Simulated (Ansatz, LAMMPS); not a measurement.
**Glassy 81SiO2-7Na2O-7CaO-4ZnO (mol %) (78 atoms), the frame at 226 fs of a trajectory (instantaneous temperature 866 K)**

Geometry: the frame at 226 fs of a trajectory (instantaneous temperature 866 K). Computed with Ansatz 0.2.0: Kohn-Sham DFT, PBE, PAW (set soft_2), plane waves; cutoff 420 eV, Γ point, fermi-dirac smearing of 0.078 eV; density 2.62 g/cm³.

Cell vectors (Å):

```
10.125 0.000 0.000
0.000 10.125 0.000
0.000 0.000 10.125
```

Positions (Å):

```
1 Si 2.672 2.571 3.819
2 Si 5.409 2.793 3.310
3 Si 0.272 7.944 1.486
4 Si 5.568 8.616 8.151
5 Si 3.627 4.113 10.054
6 Si 8.902 0.701 4.937
7 Si 0.789 3.684 7.867
8 Si 3.899 0.916 6.297
9 Si 5.822 7.973 0.948
10 Si 5.397 9.776 3.591
11 Si 2.170 1.489 0.971
12 Si 10.048 0.099 9.812
13 Si 8.641 5.727 4.618
14 Si 1.041 0.978 7.061
15 Si 8.135 3.165 6.521
16 Si 3.643 6.060 7.780
17 Si 5.169 3.572 6.470
18 Si 7.269 8.426 5.636
19 Si 9.444 5.428 9.900
20 Si 3.197 8.709 1.814
21 Si 1.379 5.075 4.923
22 Si 7.066 5.134 1.771
23 Na 6.774 5.689 8.219
24 Na 2.914 8.034 5.404
25 Na 4.219 6.204 2.934
26 Na 1.248 4.579 1.798
27 Ca 0.577 7.709 7.756
28 Ca 5.941 1.742 8.998
29 Zn 8.178 0.078 1.927
30 O 7.813 1.644 5.965
31 O 6.238 3.842 2.261
32 O 0.288 0.004 8.179
33 O 1.789 1.907 2.568
34 O 3.906 8.994 3.280
35 O 5.124 3.695 9.471
36 O 6.728 3.832 7.145
37 O 4.650 2.104 7.088
38 O 0.116 5.897 4.198
39 O 5.525 1.216 2.917
40 O 0.227 1.162 5.668
41 O 1.500 3.716 4.014
42 O 5.599 3.139 4.853
43 O 9.121 6.295 8.629
44 O 8.573 9.374 5.728
45 O 0.506 4.386 9.332
46 O 6.459 8.670 4.204
47 O 3.861 3.242 2.869
48 O 8.475 0.419 9.984
49 O 7.848 6.854 5.600
50 O 2.612 7.130 7.332
51 O 6.166 8.822 9.741
52 O 1.723 8.161 2.251
53 O 2.619 6.013 4.680
54 O 6.591 8.360 7.021
55 O 2.864 1.794 5.266
56 O 3.103 10.084 0.950
57 O 4.772 0.057 5.181
58 O 4.994 6.993 8.313
59 O 3.298 4.956 1.268
60 O 8.716 1.087 3.392
61 O 4.250 7.700 0.920
62 O 8.049 4.672 0.491
63 O 10.088 6.276 1.098
64 O 0.954 4.545 6.465
65 O 6.200 9.219 1.986
66 O 0.820 1.153 0.358
67 O 4.493 5.017 6.636
68 O 9.151 8.452 2.227
69 O 2.508 0.221 6.893
70 O 9.347 3.159 7.647
71 O 8.526 4.339 5.381
72 O 2.960 5.012 8.722
73 O 1.567 2.242 7.988
74 O 4.808 10.022 7.819
75 O 0.347 8.501 10.071
76 O 6.401 6.461 1.105
77 O 7.965 5.612 3.082
78 O 2.850 2.596 0.048
```

**Question.** What force acts on each atom?

Columns: atom, fx, fy, fz (forces in eV/Å).

```
1 -2.116 0.501 -0.900
2 -0.659 1.394 -2.249
3 -0.205 -3.243 -0.938
4 -2.833 0.000 3.523
5 0.781 0.539 0.799
6 -0.658 1.458 2.084
7 -1.761 0.559 -0.197
8 -0.175 -3.334 -0.941
9 1.204 1.800 0.374
10 -1.224 -0.160 -0.360
11 4.489 -1.003 3.488
12 -2.935 -3.497 -2.535
13 -0.729 0.769 -2.165
14 1.553 -0.438 0.874
15 1.066 1.162 -0.948
16 3.068 0.483 -1.049
17 2.008 -0.180 -1.151
18 1.287 -1.686 -3.588
19 -0.463 0.329 1.398
20 0.612 0.877 -0.638
21 0.468 0.291 -0.140
22 3.186 -0.134 0.079
23 0.596 0.262 0.531
24 0.310 0.599 -0.647
25 -0.607 -0.764 0.122
26 -0.035 -0.116 0.433
27 -0.849 -0.204 0.931
28 -0.042 -0.310 0.457
29 -0.156 -1.373 -1.078
30 0.826 0.819 -0.631
31 -0.676 -1.152 0.923
32 -0.242 -0.169 -0.877
33 0.914 -1.756 -1.519
34 0.218 -0.433 -0.639
35 -0.722 0.153 0.562
36 -0.485 -1.974 -0.245
37 0.752 3.325 0.175
38 -1.228 0.287 1.509
39 0.668 -0.064 0.767
40 -0.271 -0.581 -0.362
41 0.261 0.097 0.798
42 -0.291 1.080 2.376
43 -0.592 0.949 -0.901
44 0.958 0.793 -1.198
45 0.246 -0.176 1.017
46 1.073 -0.391 2.538
47 1.096 -1.337 2.500
48 0.211 0.035 1.232
49 1.020 -0.657 -1.395
50 -1.346 1.003 -0.606
51 0.278 -0.356 -3.148
52 0.235 -0.597 -0.576
53 0.593 0.043 0.098
54 0.943 -0.003 0.236
55 0.690 1.991 -2.465
56 -1.125 2.278 -0.122
57 0.218 0.598 0.345
58 -1.115 0.405 -0.364
59 0.606 -0.177 -1.960
60 0.126 -0.316 1.716
61 -3.315 0.700 1.787
62 1.298 0.183 -0.327
63 0.607 0.032 -0.618
64 1.054 0.512 0.658
65 -0.268 -0.271 0.153
66 -2.107 0.440 -0.177
67 -0.720 0.170 0.331
68 -1.334 1.625 1.168
69 -0.756 -1.294 0.040
70 -2.175 -0.694 -1.032
71 -0.516 -2.193 1.090
72 -0.440 -2.085 1.852
73 -0.499 1.421 -1.253
74 0.301 -0.831 0.402
75 0.333 3.114 -0.877
76 -0.388 0.313 0.524
77 -0.744 0.077 0.661
78 0.647 0.474 0.266
```

The quench rate of 300 K/ps is many orders above laboratory rates, so the cell is likely richer in defects and strain than a real sample. The network of bonds at the start is that of the classical potential that made the cell, and needn't be the one that DFT or experiment would give. Only the Γ point is sampled, in a cell whose shortest periodic width is 10 Å.

The r.m.s. force component is 1.29 eV/Å; the longest force, 5.77 eV/Å, acts on Si11. The energy lies 4.3 meV/atom above that of the first step of this run.

[Logs are printed without paths, hosts, clocks, repeated set-up lines and the standing remarks that a program may print on its own settings, such as how far it seeks lower states.]

[Hosts, paths, dates, database ids (printed as entryN), source tags and the programs' standing remarks are cut or masked in the printed files.]
